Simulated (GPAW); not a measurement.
# Settings that the conductance of a Si chain with one atom pushed 0.7 Å aside at constant bond length needs, part 2 of 2

Wanted: a convergence study of zero-bias transport through a Si chain with one atom pushed 0.7 Å aside at constant bond length, with run times.

GPAW 26.7.0; GPAW LCAO, PAW setups; Landauer transmission from Green's functions with principal layers (ASE), zero bias.

So far, transmission at the Fermi level (one spin): step 2 (base settings) 2.77; step 10 (smearing 0.2 eV) 2.76; step 11 (smearing 0.4 eV) 2.76; step 13 (density threshold: conv = 0.1) 2.76; step 14 (density threshold: conv = 0.01) 2.76.

## 16. Density threshold: conv = 1e-06

The input, run.py:

```python
import json
import numpy as np
from ase import Atoms
from ase.transport.calculators import TransportCalculator
from gpaw import GPAW, FermiDirac
from gpaw.lcao.tools import get_lcao_hamiltonian
from scipy.linalg import eigh

# The junction with lead layers at both ends, along the third cell vector
device = Atoms(
    ['Si', 'Si', 'Si', 'Si', 'Si', 'Si', 'Si', 'Si', 'Si', 'Si', 'Si'],
    positions=[
        [4.50000, 4.50000, 1.10000],
        [4.50000, 4.50000, 3.30000],
        [4.50000, 4.50000, 5.50000],
        [4.50000, 4.50000, 7.70000],
        [4.50000, 4.50000, 9.90000],
        [5.20000, 4.50000, 11.98567],
        [4.50000, 4.50000, 14.07133],
        [4.50000, 4.50000, 16.27133],
        [4.50000, 4.50000, 18.47133],
        [4.50000, 4.50000, 20.67133],
        [4.50000, 4.50000, 22.87133]],
    cell=[[9.0, 0.0, 0.0], [0.0, 9.0, 0.0], [0.0, 0.0, 23.97133]],
    pbc=True)

# One principal layer of the lead: the first 3 atoms of the device
lead = Atoms(
    ['Si', 'Si', 'Si'],
    positions=[
        [4.50000, 4.50000, 1.10000],
        [4.50000, 4.50000, 3.30000],
        [4.50000, 4.50000, 5.50000]],
    cell=[[9.0, 0.0, 0.0], [0.0, 9.0, 0.0], [0.0, 0.0, 6.6]],
    pbc=True)

settings = dict(mode='lcao', basis='dzp', xc='PBE', h=0.2,
                occupations=FermiDirac(0.1), maxiter=250,
                mixer=dict(beta=0.1, nmaxold=8, weight=100.0),
                convergence=dict(density=1e-06))
energies = np.arange(-2, 2 + 1e-9, 0.05)
eta = 0.0001
n1, n2 = 1, 1
# k and -k transmit alike, so half of the mesh across the current serves
mesh = [(i, j) for i in range(n1) for j in range(n2) if (i, j) <= (-i % n1, -j % n2)]
weights = np.array([1 if (i, j) == (-i % n1, -j % n2) else 2 for i, j in mesh]) / (n1 * n2)

# [... helper functions left out ...]
fermi_lead = ground_state(lead, (1, 1, 17), 'lead.txt')
fermi_device = ground_state(device, (1, 1, 3), 'device.txt')
# [... loop over the mesh left out, but for ...]
        # Shift the lead onto the potential of the device's first layer
        shift = ((H[:, 0, 0] - H0[:, 0, 0]) / S0[0, 0]).real.mean()
# [...]
kT = 8.617333e-5 * 77
bias = [0.1, 0.2, 0.5, 1.0, 1.5, 2.0]
# [... integrals and printing left out ...]
```

On the command line:

```sh
> OMP_NUM_THREADS=1 OPENBLAS_NUM_THREADS=1 python run.py
```

Wall time 55 s (1 thread of AMD EPYC 7R43, shared host); peak memory 0.8 GiB.

The conductance equals that of the base run to 0.2 %.

## 17. Convergence in the density threshold

This step: convergence of the conductance (GPAW 26.7.0).

Conductance against log10 of the density threshold:

| log10 of the density threshold | conductance (G₀) |
| --- | --- |
| -6.00 | 2.77 |
| -4.00 | 2.77 |
| -3.00 | 2.77 |
| -2.00 | 2.76 |
| -1.00 | 2.76 |

## 18. Varying the broadening: eta = 1e-06

The broadening keeps the Green's functions finite; too large a value absorbs electrons where channels are open and leaks them where none are.

This step: GPAW LCAO, PAW setups; Landauer transmission from Green's functions with principal layers (ASE), zero bias (GPAW 26.7.0).

run.py, as its differences from that of step 16:

```diff
@@ -39,5 +39,5 @@
                 mixer=dict(beta=0.1, nmaxold=8, weight=100.0),
-                convergence=dict(density=1e-06))
+                convergence=dict(density=0.0001))
 energies = np.arange(-2, 2 + 1e-9, 0.05)
-eta = 0.0001
+eta = 1e-06
 n1, n2 = 1, 1
```

It took 45 s on 1 thread; peak memory 0.8 GiB.

Numbers from this step:

```yaml
conductance: 2.771 G₀
largest_misfit_of_the_first_principal_layer: 0.04225 eV
shift_that_aligns_the_lead: 0.02720 eV
transmission_at_the_fermi_level_one_spin: 2.771
```

One spin. Transmission, zone mean against energy, zero at the Fermi level:

| energy (eV) | transmission, zone mean |
| --- | --- |
| -2.00 | 0 |
| -1.85 | 0 |
| -1.70 | 0 |
| -1.60 | 0 |
| -1.45 | 0 |
| -1.30 | 0.754 |
| -1.15 | 1.48 |
| -1.05 | 1.51 |
| -0.90 | 1.82 |
| -0.75 | 2.22 |
| -0.60 | 2.43 |
| -0.50 | 2.53 |
| -0.35 | 2.63 |
| -0.20 | 2.71 |
| -0.05 | 2.76 |
| 0.00 | 2.77 |
| 0.05 | 2.78 |
| 0.20 | 2.82 |
| 0.35 | 2.84 |
| 0.50 | 2.86 |
| 0.60 | 2.88 |
| 0.75 | 2.89 |
| 0.90 | 2.91 |
| 1.05 | 2.92 |
| 1.15 | 2.92 |
| 1.30 | 2.93 |
| 1.45 | 2.93 |
| 1.60 | 2.93 |
| 1.70 | 2.93 |
| 1.85 | 2.93 |
| 2.00 | 2.92 |

Not self-consistent under bias; the bias window is split evenly. Table of current through one cell, from the zero-bias transmission by bias:

| bias (V) | current through one cell, from the zero-bias transmission (μA) |
| --- | --- |
| 0.100 | 21.5 |
| 0.200 | 42.9 |
| 0.500 | 107 |
| 1.000 | 213 |
| 1.500 | 315 |
| 2.000 | 407 |

The conductance equals that of the base run to 0.2 %.

## 19. Varying the broadening: eta = 0.001

run.py, as its differences from that of step 18:

```diff
@@ -41,3 +41,3 @@
 energies = np.arange(-2, 2 + 1e-9, 0.05)
-eta = 1e-06
+eta = 0.001
 n1, n2 = 1, 1
```

Wall time 43 s (1 thread); peak memory 0.8 GiB.

Numbers from this step:

* conductance: 2.745 G₀
* transmission at the Fermi level (one spin): 2.745

One spin. Table of transmission, zone mean by energy, zero at the Fermi level:

| energy (eV) | transmission, zone mean |
| --- | --- |
| -2.00 | 3.1e-9 |
| -1.85 | 6.2e-9 |
| -1.70 | 5.1e-8 |
| -1.60 | 2.1e-7 |
| -1.45 | 4.6e-8 |
| -1.30 | 0.697 |
| -1.15 | 1.44 |
| -1.05 | 1.48 |
| -0.90 | 1.78 |
| -0.75 | 2.19 |
| -0.60 | 2.40 |
| -0.50 | 2.50 |
| -0.35 | 2.61 |
| -0.20 | 2.68 |
| -0.05 | 2.73 |
| 0.00 | 2.75 |
| 0.05 | 2.76 |
| 0.20 | 2.79 |
| 0.35 | 2.82 |
| 0.50 | 2.84 |
| 0.60 | 2.85 |
| 0.75 | 2.87 |
| 0.90 | 2.88 |
| 1.05 | 2.90 |
| 1.15 | 2.90 |
| 1.30 | 2.91 |
| 1.45 | 2.91 |
| 1.60 | 2.91 |
| 1.70 | 2.91 |
| 1.85 | 2.91 |
| 2.00 | 2.90 |

Not self-consistent under bias; the bias window is split evenly. Table of current through one cell, from the zero-bias transmission by bias:

| bias (V) | current through one cell, from the zero-bias transmission (μA) |
| --- | --- |
| 0.100 | 21.3 |
| 0.200 | 42.5 |
| 0.500 | 106 |
| 1.000 | 211 |
| 1.500 | 312 |
| 2.000 | 403 |

The conductance, 2.75 G₀, lies 0.8 % below that of the base run.

## 20. Broadening: eta = 0.01

run.py, as its differences from that of step 19:

```diff
@@ -41,3 +41,3 @@
 energies = np.arange(-2, 2 + 1e-9, 0.05)
-eta = 0.001
+eta = 0.01
 n1, n2 = 1, 1
```

Run time: 43 s. Hardware: 1 thread; peak memory 0.8 GiB.

One spin. Transmission, zone mean against energy, zero at the Fermi level:

| energy (eV) | transmission, zone mean |
| --- | --- |
| -2.00 | 3.1e-7 |
| -1.85 | 6.2e-7 |
| -1.70 | 5.0e-6 |
| -1.60 | 1.9e-5 |
| -1.45 | 4.6e-6 |
| -1.30 | 0.369 |
| -1.15 | 1.12 |
| -1.05 | 1.21 |
| -0.90 | 1.51 |
| -0.75 | 1.92 |
| -0.60 | 2.14 |
| -0.50 | 2.24 |
| -0.35 | 2.36 |
| -0.20 | 2.44 |
| -0.05 | 2.50 |
| 0.00 | 2.52 |
| 0.05 | 2.54 |
| 0.20 | 2.58 |
| 0.35 | 2.61 |
| 0.50 | 2.64 |
| 0.60 | 2.65 |
| 0.75 | 2.68 |
| 0.90 | 2.70 |
| 1.05 | 2.71 |
| 1.15 | 2.72 |
| 1.30 | 2.73 |
| 1.45 | 2.74 |
| 1.60 | 2.74 |
| 1.70 | 2.74 |
| 1.85 | 2.74 |
| 2.00 | 2.74 |

The conductance, 2.52 G₀, lies 8.9 % below that of the base run.

## 21. Varying the broadening: eta = 0.05

run.py, as its differences from that of step 20:

```diff
@@ -41,3 +41,3 @@
 energies = np.arange(-2, 2 + 1e-9, 0.05)
-eta = 0.01
+eta = 0.05
 n1, n2 = 1, 1
```

Elapsed: 44 s, on 1 thread; peak memory 0.8 GiB.

One spin. The transmission, zone mean by energy, zero at the Fermi level:

| energy (eV) | transmission, zone mean |
| --- | --- |
| -2.00 | 7.6e-6 |
| -1.85 | 1.5e-5 |
| -1.70 | 8.4e-5 |
| -1.60 | 1.6e-4 |
| -1.45 | 9.1e-5 |
| -1.30 | 0.0603 |
| -1.15 | 0.372 |
| -1.05 | 0.502 |
| -0.90 | 0.749 |
| -0.75 | 1.06 |
| -0.60 | 1.28 |
| -0.50 | 1.39 |
| -0.35 | 1.52 |
| -0.20 | 1.63 |
| -0.05 | 1.71 |
| 0.00 | 1.73 |
| 0.05 | 1.75 |
| 0.20 | 1.81 |
| 0.35 | 1.86 |
| 0.50 | 1.91 |
| 0.60 | 1.93 |
| 0.75 | 1.97 |
| 0.90 | 2.00 |
| 1.05 | 2.02 |
| 1.15 | 2.04 |
| 1.30 | 2.06 |
| 1.45 | 2.08 |
| 1.60 | 2.09 |
| 1.70 | 2.10 |
| 1.85 | 2.11 |
| 2.00 | 2.12 |

The conductance, 1.73 G₀, lies 37 % below that of the base run.

## 22. Convergence in the broadening

This step: convergence of the conductance (GPAW 26.7.0).

The conductance by log10 of the broadening in eV:

| log10 of the broadening in eV | conductance (G₀) |
| --- | --- |
| -6.00 | 2.77 |
| -4.00 | 2.77 |
| -3.00 | 2.75 |
| -2.00 | 2.52 |
| -1.30 | 1.73 |

## 23. What came out

| Quantity | Value |
| --- | --- |
| conductance at the base settings | 2.77 G₀ |
| range over the k-points along the lead (2 to 30) | 2.77 to 2.77 G₀ |
| range over the smearing (0.01 to 0.4 eV) | 2.76 to 2.78 G₀ |
| range over the density threshold (1.0e-6 to 0.1) | 2.76 to 2.77 G₀ |
| range over the broadening (1.0e-6 to 0.05 eV) | 1.73 to 2.77 G₀ |

In words: At the base settings the conductance, averaged at 77 K, is 2.77 G₀. In the k-points along the lead, no value tried moves the conductance by 3 %. The smearing of the SCF moves the conductance between 2.76 and 2.78 G₀; a narrow width also needs more k-points. In the density threshold, no value tried moves the conductance by 3 %. In the broadening, 0.001 eV already gives the conductance within 3 % of the finest value tried; currents at finite bias may need more. The thresholds 0.01 and 0.1 ended after the same number of SCF steps: the energy test stopped those runs, so they are one result, not a plateau. T is read at the junction's Fermi level after the lead is aligned to it, so the test of the lead's mesh is blind to a shift of the lead's own level, and the junction's own mesh wasn't varied. Over the ranges tried, the broadening moves it most, counted as a ratio. The geometry was built from estimated bond lengths and not relaxed, so the numbers describe this model structure. An evenly spaced straight chain is an idealisation: free chains tend to dimerise, zigzag or, where a band edge lies near the Fermi level, turn magnetic. The currents use the zero-bias T(E) throughout, which holds only while the bias is small against the distance to the nearest feature.

[Logs are printed without paths, hosts, clocks, repeated set-up lines and the standing remarks that a program may print on its own settings, such as how far it seeks lower states.]

[Hosts, paths, dates, database ids (printed as entryN), source tags and the programs' standing remarks are cut or masked in the printed files.]
